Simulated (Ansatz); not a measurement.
# NaSnF3 (model cell, started as cubic perovskite with Sn in the octahedra): a soft mode frozen in, part 2 of 2

Which phase does NaSnF3 (model cell, started as cubic perovskite with Sn in the octahedra) fall into along its unstable mode, and how much energy does it gain?

Ansatz 0.2.0; DFT LDA, scalar-relativistic, plane waves, PAW; PAW set soft_1.

So far, highest frequency on the path or at a solved wavevector (cm⁻¹): step 2 (response at finite wavevector) 395. Also lowest frequency on the path (cm⁻¹): step 2 -193.

The structure was built from a prototype and need not be the compound's stable phase.

## (6) Relaxation from the frozen mode

Starting from the lowest point found, all atoms and the cell are let go, so that strain and other modes of the same symmetry can join in.

File input.yaml:

```yaml
crystal:
  lattice:
    - [4.549909941, 0.0, 0.0]
    - [0.0, 4.549909941, 0.0]
    - [0.0, 0.0, 9.099819882]
  atoms:
    - { symbol: Na, position: [0.0, 0.0, 0.0] }
    - { symbol: Na, position: [0.0, 0.0, 0.5] }
    - { symbol: Sn, position: [0.502979395, 0.497020605, 0.25] }
    - { symbol: Sn, position: [0.497020605, 0.502979395, 0.75] }
    - { symbol: F, position: [0.5, 0.5, 0.0] }
    - { symbol: F, position: [0.5, 0.5, 0.5] }
    - { symbol: F, position: [0.4495763531, -0.0490297274, 0.25] }
    - { symbol: F, position: [0.5504236469, 0.0490297274, 0.75] }
    - { symbol: F, position: [0.0490297274, 0.5504236469, 0.25] }
    - { symbol: F, position: [-0.0490297274, 0.4495763531, 0.75] }
kpoints:
  mp_grid: { grid: [8, 8, 4] }
hamiltonian:
  xc: lda
  pseudopotentials: { kind: paw, azcp: { folder: soft_1 }, xc_functional: pbe }
scf:
  occupations: { method: fixed }
output:
  forces: true
  stress: true
  eigenvalues: true
relax:
  adjacent_minimum: "off"
  f_tol: 0.002
  max_steps: 120
  cell: { stress_tol: 0.03 }
```

Launch:

```
> ansatz run input.yaml --threads 4 --pin off --max-ram 16384MiB --backend cpu --events-out ev --progress --plain --runs-dir out
```

Numbers of over 12 decimals in the logs are rounded to 6 here.

The log of the run:

```text
[...]
Crystal: 10 atoms, lattice volume = 188.382 Å³
Basis set: ecut = 420 eV, 3679 PW (Γ)
Bands: 54, of which v1, the nominal top of the filled ones, is band 44 counted from 1 (43 counted from 0)
Symmetry: 8 space group operations
[...]
k-points: 63 of 256
[...]
SCF iter   1: F=—  HF=-19470.018701 eV  |F-HF|=—  |Δ(HF+E_count)|=         —  Δρ=1.43e-1  dr2=3.21e1  ethr=3.10e-3  ⟨swp⟩=4.4  Hψ=11865  notcnv=0  defer=462
[...]
SCF iter  11: F=-19459.733270 eV  HF=-19459.733270 eV  |F-HF|=1.76e-8  |Δ(HF+E_count)|=   4.38e-8  Δρ=5.38e-6  dr2=4.45e-8  ethr=1.14e-10  ⟨swp⟩=13.1  Hψ=17290  notcnv=0
SCF 1 converged in 11 iterations: F = -19459.733270 eV  dr2 = 4.45e-8
[...]
relax step   1: F+E_penalty+E_count = -19459.73326966 eV  Δ(F+E_penalty+E_count) = +0.000e0 eV  max|allowed force component| = 4.404e-1 eV/Å  Δτ_max = 0.0000 Å  P = +0.451 GPa  Ω = 188.382 Å³  (11 SCF iters, dr2 threshold 1.00e-7 eV, accepted)
Crystal: 10 atoms, lattice volume = 187.305 Å³
Basis set: ecut = 420 eV, 3659 PW (Γ)
[...]
iter 1 solved again at ethr=3.09e-4 eV; its pass at ethr=3.10e-3 eV (dr2=2.72e-1 eV) is discarded
[...]
SCF iter   8: F=-19460.006194 eV  HF=-19460.006194 eV  |F-HF|=2.61e-8  |Δ(HF+E_count)|=   2.24e-7  Δρ=5.87e-6  dr2=9.46e-8  ethr=1.14e-9  ⟨swp⟩=12.5  Hψ=17717  notcnv=0
SCF 2 converged in 8 iterations: F = -19460.006194 eV  dr2 = 9.46e-8
relax step   2: F+E_penalty+E_count = -19460.00619426 eV  Δ(F+E_penalty+E_count) = -2.729e-1 eV  max|allowed force component| = 2.591e-1 eV/Å  Δτ_max = 0.0843 Å  P = -0.673 GPa  Ω = 187.305 Å³  energy of the carried Pulay correction = +2.287e-3 eV  (8 SCF iters, dr2 threshold 1.00e-6 eV, accepted)
Crystal: 10 atoms, lattice volume = 181.960 Å³
Basis set: ecut = 420 eV, 3565 PW (Γ)
[...]
SCF iter   8: F=-19460.315015 eV  HF=-19460.315015 eV  |F-HF|=3.89e-8  |Δ(HF+E_count)|=   7.47e-8  Δρ=6.52e-6  dr2=1.07e-7  ethr=1.14e-9  ⟨swp⟩=12.2  Hψ=18780  notcnv=0
SCF 3 converged in 8 iterations: F = -19460.315015 eV  dr2 = 1.07e-7
relax step   3: F+E_penalty+E_count = -19460.31501544 eV  Δ(F+E_penalty+E_count) = -3.088e-1 eV  max|allowed force component| = 1.712e-1 eV/Å  Δτ_max = 0.0756 Å  P = -1.186 GPa  Ω = 181.960 Å³  energy of the carried Pulay correction = +1.384e-2 eV  (8 SCF iters, dr2 threshold 1.00e-6 eV, accepted)
[... from here on, the SCF cycles and remarks between the steps are left out ...]
relax step   4: F+E_penalty+E_count = -19460.62241870 eV  Δ(F+E_penalty+E_count) = -3.074e-1 eV  max|allowed force component| = 1.608e-1 eV/Å  Δτ_max = 0.0703 Å  P = -1.145 GPa  Ω = 174.454 Å³  energy of the carried Pulay correction = +3.063e-2 eV  (8 SCF iters, dr2 threshold 1.00e-6 eV, accepted)
relax step   5: F+E_penalty+E_count = -19460.86003277 eV  Δ(F+E_penalty+E_count) = -2.376e-1 eV  max|allowed force component| = 2.195e-1 eV/Å  Δτ_max = 0.0678 Å  P = +0.109 GPa  Ω = 165.047 Å³  energy of the carried Pulay correction = +5.270e-2 eV  (8 SCF iters, dr2 threshold 1.00e-6 eV, accepted)
relax step   6: F+E_penalty+E_count = -19460.99038781 eV  Δ(F+E_penalty+E_count) = -1.304e-1 eV  max|allowed force component| = 9.732e-2 eV/Å  Δτ_max = 0.1037 Å  P = -0.021 GPa  Ω = 159.248 Å³  energy of the carried Pulay correction = +6.689e-2 eV  (7 SCF iters, dr2 threshold 1.00e-6 eV, accepted)
relax step   7: F+E_penalty+E_count = -19461.03909110 eV  Δ(F+E_penalty+E_count) = -4.870e-2 eV  max|allowed force component| = 1.417e-1 eV/Å  Δτ_max = 0.1961 Å  P = +1.053 GPa  Ω = 156.069 Å³  energy of the carried Pulay correction = +7.488e-2 eV  (7 SCF iters, dr2 threshold 1.00e-6 eV, accepted)
relax step   8: F+E_penalty+E_count = -19461.01836097 eV  Δ(F+E_penalty+E_count) = +2.073e-2 eV  max|allowed force component| = 1.520e-1 eV/Å  Δτ_max = 0.1169 Å  P = -1.269 GPa  Ω = 160.579 Å³  energy of the carried Pulay correction = +6.359e-2 eV  (7 SCF iters, dr2 threshold 1.00e-6 eV, rejected (line search))
relax step   9: F+E_penalty+E_count = -19461.04399092 eV  Δ(F+E_penalty+E_count) = -4.900e-3 eV  max|allowed force component| = 4.395e-2 eV/Å  Δτ_max = 0.0573 Å  P = -0.121 GPa  Ω = 157.983 Å³  energy of the carried Pulay correction = +7.005e-2 eV  (11 SCF iters, accepted)
relax step  10: F+E_penalty+E_count = -19461.04535890 eV  Δ(F+E_penalty+E_count) = -1.368e-3 eV  max|allowed force component| = 5.242e-3 eV/Å  Δτ_max = 0.0076 Å  P = -0.003 GPa  Ω = 157.707 Å³  energy of the carried Pulay correction = +7.075e-2 eV  (6 SCF iters, dr2 threshold 1.21e-7 eV, accepted)
relax step  11: F+E_penalty+E_count = -19461.04536236 eV  Δ(F+E_penalty+E_count) = -3.456e-6 eV  max|allowed force component| = 1.072e-3 eV/Å  Δτ_max = 0.0018 Å  P = +0.001 GPa  Ω = 157.716 Å³  energy of the carried Pulay correction = +7.072e-2 eV  (5 SCF iters, dr2 threshold 2.85e-9 eV, accepted)
relax step  12: F+E_penalty+E_count = -19461.12286515 eV  Δ(F+E_penalty+E_count) = -7.750e-2 eV  max|allowed force component| = 1.601e-3 eV/Å  Δτ_max = 0.0000 Å  P = +0.586 GPa  Ω = 157.716 Å³  stress off target by 1.89e0 GPa  SCF on the basis re-selected at this cell (its energy is not comparable with the rows above)  (8 SCF iters)
relax step  13: F+E_penalty+E_count = -19461.13928872 eV  Δ(F+E_penalty+E_count) = -1.642e-2 eV  max|allowed force component| = 1.444e-1 eV/Å  Δτ_max = 0.0389 Å  P = +0.066 GPa  Ω = 158.271 Å³  energy of the carried Pulay correction = -1.578e-3 eV  (6 SCF iters, dr2 threshold 1.00e-6 eV, accepted)
relax step  14: F+E_penalty+E_count = -19461.14310542 eV  Δ(F+E_penalty+E_count) = -3.817e-3 eV  max|allowed force component| = 2.694e-2 eV/Å  Δτ_max = 0.0392 Å  P = +0.062 GPa  Ω = 159.555 Å³  energy of the carried Pulay correction = -4.791e-3 eV  (6 SCF iters, dr2 threshold 1.00e-6 eV, accepted)
relax step  15: F+E_penalty+E_count = -19461.14205815 eV  Δ(F+E_penalty+E_count) = +1.047e-3 eV  max|allowed force component| = 1.529e-3 eV/Å  Δτ_max = 0.0071 Å  P = -0.005 GPa  Ω = 160.186 Å³  energy of the carried Pulay correction = -6.367e-3 eV  (7 SCF iters, dr2 threshold 4.54e-8 eV, accepted)
relax step  16: F+E_penalty+E_count = -19461.15160847 eV  Δ(F+E_penalty+E_count) = -9.550e-3 eV  max|allowed force component| = 1.348e-3 eV/Å  Δτ_max = 0.0000 Å  P = +0.099 GPa  Ω = 160.186 Å³  stress off target by 2.61e-1 GPa  SCF on the basis re-selected at this cell (its energy is not comparable with the rows above)  (7 SCF iters)
relax step  17: F+E_penalty+E_count = -19461.15102443 eV  Δ(F+E_penalty+E_count) = +5.840e-4 eV  max|allowed force component| = 1.953e-3 eV/Å  Δτ_max = 0.0029 Å  P = +0.021 GPa  Ω = 160.646 Å³  energy of the carried Pulay correction = -1.174e-3 eV  (5 SCF iters, dr2 threshold 1.70e-7 eV, accepted)
relax step  18: F+E_penalty+E_count = -19461.15075074 eV  Δ(F+E_penalty+E_count) = +2.737e-4 eV  max|allowed force component| = 2.051e-3 eV/Å  Δτ_max = 0.0008 Å  P = -0.010 GPa  Ω = 160.760 Å³  energy of the carried Pulay correction = -1.469e-3 eV  (5 SCF iters, dr2 threshold 6.70e-9 eV, accepted)
relax step  19: F+E_penalty+E_count = -19461.15080582 eV  Δ(F+E_penalty+E_count) = -5.509e-5 eV  max|allowed force component| = 1.359e-3 eV/Å  Δτ_max = 0.0003 Å  P = +0.008 GPa  Ω = 160.738 Å³  energy of the carried Pulay correction = -1.414e-3 eV  (6 SCF iters, dr2 threshold 2.63e-10 eV, accepted)
relax step  20: F+E_penalty+E_count = -19461.15231710 eV  Δ(F+E_penalty+E_count) = -1.511e-3 eV  max|allowed force component| = 1.394e-3 eV/Å  Δτ_max = 0.0000 Å  P = +0.014 GPa  Ω = 160.738 Å³  stress off target by 3.05e-2 GPa  SCF on the basis re-selected at this cell (its energy is not comparable with the rows above)  (5 SCF iters)
relax step  21: F+E_penalty+E_count = -19461.15219003 eV  Δ(F+E_penalty+E_count) = +1.271e-4 eV  max|allowed force component| = 8.388e-5 eV/Å  Δτ_max = 0.0002 Å  P = +0.000 GPa  Ω = 160.791 Å³  energy of the carried Pulay correction = -1.335e-4 eV  (5 SCF iters, dr2 threshold 2.33e-9 eV, accepted)
[...]
SCF iter   4: F=-19461.152325 eV  HF=-19461.152325 eV  |F-HF|=7.28e-12  |Δ(HF+E_count)|=  7.28e-11  Δρ=8.00e-8  dr2=1.08e-11  ethr=1.00e-12  ⟨swp⟩=10.7  Hψ=17515  notcnv=0
SCF 22 converged in 4 iterations: F = -19461.152325 eV  dr2 = 1.08e-11
relax step  22: F+E_penalty+E_count = -19461.15232462 eV  Δ(F+E_penalty+E_count) = -1.346e-4 eV  max|allowed force component| = 8.277e-5 eV/Å  Δτ_max = 0.0000 Å  P = +0.000 GPa  Ω = 160.791 Å³  stress off target by 3.02e-3 GPa  SCF on the basis re-selected at this cell (its energy is not comparable with the rows above)  (4 SCF iters)
[...]
SCF converged after 4 iterations
Free energy (F): -19461.152325 eV
[...]
Internal energy: -19461.152325 eV  (E = F + TS)
E sigma→0 (E₀):  -19461.152325 eV
Fermi energy:    4.813464 eV
[...]
--- Forces (eV/Å), atoms counted from 1 ---
  atom   1  Na    -0.00000000     0.00000000     0.00000000
  atom   2  Na    -0.00000000    -0.00000000     0.00000000
  atom   3  Sn    -0.00003280     0.00003280     0.00000000
  atom   4  Sn     0.00003280    -0.00003280     0.00000000
  atom   5  F      0.00000000     0.00000000    -0.00000000
  atom   6  F      0.00000000     0.00000000     0.00000000
  atom   7  F     -0.00002358    -0.00008277     0.00000000
  atom   8  F      0.00002358     0.00008277     0.00000000
  atom   9  F      0.00008277     0.00002358     0.00000000
  atom  10  F     -0.00008277    -0.00002358     0.00000000
  max |Σ_I F_I| component: 1.26e-29 eV/Å
--- Stress (GPa, compression-positive) ---
        0.000547       0.002474       0.000000
        0.002474       0.000547       0.000000
        0.000000       0.000000       0.000340
  P = ⅓ Tr σ = 0.0005 GPa (0.005 kbar)
--- Band table (eV; the first three rows and the last of 63) ---
  k-point 0: bands = [... 40 lower, 1.2848, 1.3255, 1.7330, 3.5690, 7.5108, 8.9120, 10.3833, 10.5859, ... 6 higher]
  k-point 1: bands = [... 40 lower, 1.2908, 1.3196, 1.9215, 3.2056, 7.8280, 8.8143, 10.3662, 10.6433, ... 6 higher]
  k-point 2: bands = [... 40 lower, 1.3052, 1.3052, 2.4855, 2.4855, 8.4199, 8.4199, 10.4947, 10.4947, ... 6 higher]
  k-point 62: bands = [... 40 lower, 1.5065, 1.5065, 3.9567, 3.9567, 8.4890, 8.4890, 9.3707, 9.3707, ... 6 higher]
--- Relaxed structure (18 steps of the walk, 17 accepted, 4 SCFs on fresh bases) ---
  F+E_penalty+E_count = -19461.15232462 eV   max|allowed force component| = 8.277e-5 eV/Å   (the final SCF, on the basis selected at the relaxed cell)
  cell:  # Å, volume = 160.7914 Å³
    - [4.319654, 0.958472, 0.0]
    - [0.958472, 4.319654, 0.0]
    - [0.0, 0.0, 9.063397]
  atoms:
    - { symbol: Na, position: [-2.9726790809367224e-19, -4.771775438537711e-19, 0] }
    - { symbol: Na, position: [-2.9726790809367094e-19, -4.771775438537692e-19, 0.500000] }
    - { symbol: Sn, position: [0.531711, 0.468289, 0.250000] }
    - { symbol: Sn, position: [0.468289, 0.531711, 0.750000] }
    - { symbol: F, position: [0.5, 0.5, 0] }
    - { symbol: F, position: [0.5, 0.5, 0.500000] }
    - { symbol: F, position: [0.340493, -0.00967509, 0.250000] }
    - { symbol: F, position: [0.659507, 0.00967509, 0.750000] }
    - { symbol: F, position: [0.00967509, 0.659507, 0.250000] }
    - { symbol: F, position: [-0.00967509, 0.340493, 0.750000] }
```

Run time: 2.8 min. Hardware: 4 threads of Arm Neoverse V2, shared host; peak memory 0.82 GiB.

Step by step:

```
step  energy less that of the first step (eV)  largest force component (eV/Å)  pressure (GPa)  volume (Å³)
   1                                   0.0000                          0.4404            0.45       188.38
   2                                  -0.2729                          0.2591           -0.67       187.30
   3                                  -0.5817                          0.1712           -1.19       181.96
   4                                  -0.8891                          0.1608           -1.14       174.45
   5                                  -1.1268                          0.2195            0.11       165.05
   6                                  -1.2571                          0.0973           -0.02       159.25
   7                                  -1.3058                          0.1417            1.05       156.07
   8                                  -1.2851                          0.1520           -1.27       160.58
   9                                  -1.3107                          0.0440           -0.12       157.98
  10                                  -1.3121                          0.0052            0.00       157.71
  11                                  -1.3121                          0.0011            0.00       157.72
 12*                                  -1.3896                          0.0016            0.59       157.72
  13                                  -1.4060                          0.1444            0.07       158.27
  14                                  -1.4098                          0.0269            0.06       159.55
  15                                  -1.4088                          0.0015           -0.01       160.19
 16*                                  -1.4183                          0.0013            0.10       160.19
  17                                  -1.4178                          0.0020            0.02       160.65
  18                                  -1.4175                          0.0021           -0.01       160.76
  19                                  -1.4175                          0.0014            0.01       160.74
 20*                                  -1.4190                          0.0014            0.01       160.74
  21                                  -1.4189                          0.0001            0.00       160.79
 22*                                  -1.4191                          0.0001            0.00       160.79
```

Relaxation steps marked * repeat the geometry before them on a plane-wave basis chosen anew for their cell, so energy and pressure can jump there. Relaxation step 8 was tried and not accepted.

The run keeps the 8 symmetry operations that it works with, so distortions that break them were not tested.

```csv
cell as run,before,after,change
a (Å),4.550,4.425,-2.8 %
b (Å),4.550,4.425,-2.8 %
c (Å),9.100,9.063,-0.4 %
γ (°),90.00,64.98,-27.8 %
volume (Å³/atom),18.84,16.08,-14.6 %
```

The atoms that moved most (Å, as changes of fractional coordinates times the final cell):

```
atom      dx      dy     dz  length
  F7  -0.433   0.065  0.000   0.438
 F10   0.065  -0.433  0.000   0.438
  F9  -0.065   0.433  0.000   0.438
  F8   0.433  -0.065  0.000   0.438
 Sn3   0.097  -0.097  0.000   0.137
 Sn4  -0.097   0.097  0.000   0.137
```

Numbers from this step:

| Item | Value |
| --- | --- |
| pressure | 4.78e-4 GPa |
| gap on the k-mesh | 2.697 eV |
| volume per atom | 16.08 Å³ |

The distorted start has space group Cmcm; the relaxation ends in Cmcm.

## (7) The new phase in its own primitive cell

The relaxed structure is symmetrised, reduced to its primitive cell and relaxed tightly, as its phonons need.

File input.yaml:

```yaml
crystal:
  lattice:
    - [3.7321984937, -2.3767143423, 0.0]
    - [3.7321984937, 2.3767143423, 0.0]
    - [0.0, 0.0, 9.0633967063]
  atoms:
    - { symbol: Na, position: [0.0, 0.0, 0.0] }
    - { symbol: Na, position: [0.0, 0.0, 0.5] }
    - { symbol: Sn, position: [0.5317114263, 0.4682885737, 0.25] }
    - { symbol: Sn, position: [0.4682885737, 0.5317114263, 0.75] }
    - { symbol: F, position: [0.5, 0.5, 0.0] }
    - { symbol: F, position: [0.5, 0.5, 0.5] }
    - { symbol: F, position: [0.3404928467, 0.990324911, 0.25] }
    - { symbol: F, position: [0.6595071533, 0.009675089, 0.75] }
    - { symbol: F, position: [0.009675089, 0.6595071533, 0.25] }
    - { symbol: F, position: [0.990324911, 0.3404928467, 0.75] }
kpoints:
  mp_grid: { grid: [6, 6, 4] }
hamiltonian:
  xc: lda
  pseudopotentials: { kind: paw, azcp: { folder: soft_1 }, xc_functional: pbe }
scf:
  occupations: { method: fixed }
output:
  forces: true
  stress: true
  eigenvalues: true
relax:
  adjacent_minimum: "off"
  f_tol: 0.001
  max_steps: 60
  cell: { stress_tol: 0.01 }
```

The log of the run:

```text
[...]
Crystal: 10 atoms, lattice volume = 160.791 Å³
Basis set: ecut = 420 eV, 3145 PW (Γ)
Bands: 54, of which v1, the nominal top of the filled ones, is band 44 counted from 1 (43 counted from 0)
Symmetry: 8 space group operations
[...]
k-points: 39 of 144
[...]
- { symbol: Na, position: [0.0, 0.0, 0.5] }
    - { symbol: Sn, position: [0.5317114263, 0.4682885737, 0.25] }
    - { symbol: Sn, position: [0.4682885737, 0.5317114263, 0.75] }
    - { symbol: F, position: [0.5, 0.5, 0.0] }
    - { symbol: F, position: [0.5, 0.5, 0.5] }
    - { symbol: F, position: [0.340493, 0.990325, 0.25] }
    - { symbol: F, position: [0.659507, 0.00967509, 0.75] }
    - { symbol: F, position: [0.00967509, 0.659507, 0.25] }
    - { symbol: F, position: [0.990325, 0.340493, 0.75] }
[key lines of the parts left out:]
SCF converged after 6 iterations
Free energy (F): -19461.152351 eV
Fermi energy:    4.813464 eV
P = ⅓ Tr σ = 0.0006 GPa (0.006 kbar)
```

Run time: 11 s. Hardware: 4 threads; peak memory 0.61 GiB; 44 s of CPU time.

Little changed from the start: no atom moved by 0.005 Å and no cell edge by 0.1 %.

Numbers from this step:

```
pressure           : 5.79e-4 GPa
direct gap on mesh : 3.303 eV
```

The largest force component left is 0.072 meV/Å and the pressure is 0.001 GPa, within the tolerances set. The cell now holds 16.08 Å³/atom.

## (8) Outcome

| Property | Result |
| --- | --- |
| unstable mode of the parent | q = (0, 0, -0.5), 164i cm⁻¹ |
| depth at the lowest point sampled | 13.4 meV/atom |
| largest atomic shift at that point | 0.32 Å |
| space group reached (within 0.01 Å) | Cmcm |
| energy gained over the parent (first relaxation, on the mesh of the frozen mode) | 155 meV/atom |
| volume per atom, phase reached | 16.1 Å³ |
| gap on the k-mesh, phase reached | 2.70 eV |

In words: Along this mode the structure falls into Cmcm, 155 meV/atom below the parent. At the parent's cell the well is 13.37 meV/atom deep on the steps tried, with its lowest point at a shift of 0.32 Å. Relaxing atoms and cell changes the gain by +141.91 meV/atom against the lowest step (energies at zero smearing). Most of the total comes from this relaxation. The modes of the phase reached were not computed on this path. Of the 6 patterns followed to their end from this parent, this one ends 29.5 meV/atom above the lowest, R3m. Each path keeps the symmetry of its pattern, so a lower phase may lie along a pattern not tried. Spin-orbit coupling is left out, which can matter for the heavy elements here. The PAW files were made for PBE and serve the other functionals too. The starting cell was built on a prototype and not taken from a measurement, so the phase need not exist.

[Logs are printed without paths, hosts, clocks, repeated set-up lines and the standing remarks that a program may print on its own settings, such as how far it seeks lower states.]

[Hosts, paths, dates, database ids (printed as entryN), source tags and the programs' standing remarks are cut or masked in the printed files.]
